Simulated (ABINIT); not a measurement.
Planning a run of ABINIT 10.8.3 on SrTiO3 (Tausonite). The input:

```
acell 3*1.0 Angstrom
rprim 
  3.905280000000 0.000000000000 0.000000000000
  0.000000000000 3.905280000000 0.000000000000
  0.000000000000 0.000000000000 3.905280000000
ntypat 3
znucl 38 22 8
natom 5
typat 1 2 3 3 3
xred 
  0.500000000000 0.500000000000 0.500000000000
  0.000000000000 0.000000000000 0.000000000000
  0.500000000000 0.000000000000 0.000000000000
  0.000000000000 0.500000000000 0.000000000000
  0.000000000000 0.000000000000 0.500000000000
pp_dirpath "pseudos"
pseudos "Sr.upf, Ti.upf, O.upf"
ecut 38
ngkpt 4 4 4
nshiftk 1
shiftk 0 0 0
kptopt 1
chksymbreak 0
istwfk *1
occopt 1
irdwfk 1
optdriver 99
bs_calctype 1
mbpt_sciss 1.573 eV
bs_loband 14
nband 25
bs_exchange_term 0
bs_coulomb_term 11
bs_coupling 0
bs_algorithm 1
bs_freq_mesh 0 8 0.05 eV
zcut 0.15 eV
ecuteps 4
ecutwfn 19
inclvkb 2
irdscr 1
indata_prefix "in"
outdata_prefix "out"
tmpdata_prefix "tmp"
```

```sh
OMP_NUM_THREADS=1 mpirun -n 4 abinit run.abi > log
```

Estimate wall time and host memory on 4 MPI ranks of Arm Neoverse V1, shared host.

It took 3 min; on shared hardware allow 90 s to 6 min. Peak host memory was 0.49 GiB.

The kernel grows as the square of the matrix size, and full diagonalisation as its cube.

[Paths, hosts, dates, memory and timing lines, banners, echoed tables and standing remarks are left out of the program output.]

[Logs are printed without paths, hosts, clocks, repeated set-up lines and the standing remarks that a program may print on its own settings, such as how far it seeks lower states.]

[Runs of the session that timed out or met a known fault of the program may be left out.]

[Hosts, paths, dates, database ids (printed as entryN), source tags and the programs' standing remarks are cut or masked in the printed files.]

[G0W0 gaps are taken among the corrected bands and points alone; a level outside them can change the order at an edge.]

[Where Ansatz stands beside ABINIT at settings called matched, ABINIT's density can come from a denser mesh and the files from another edition; pairs whose starting gaps differed by over 0.03 eV were left out, so agreement reads better than it is.]
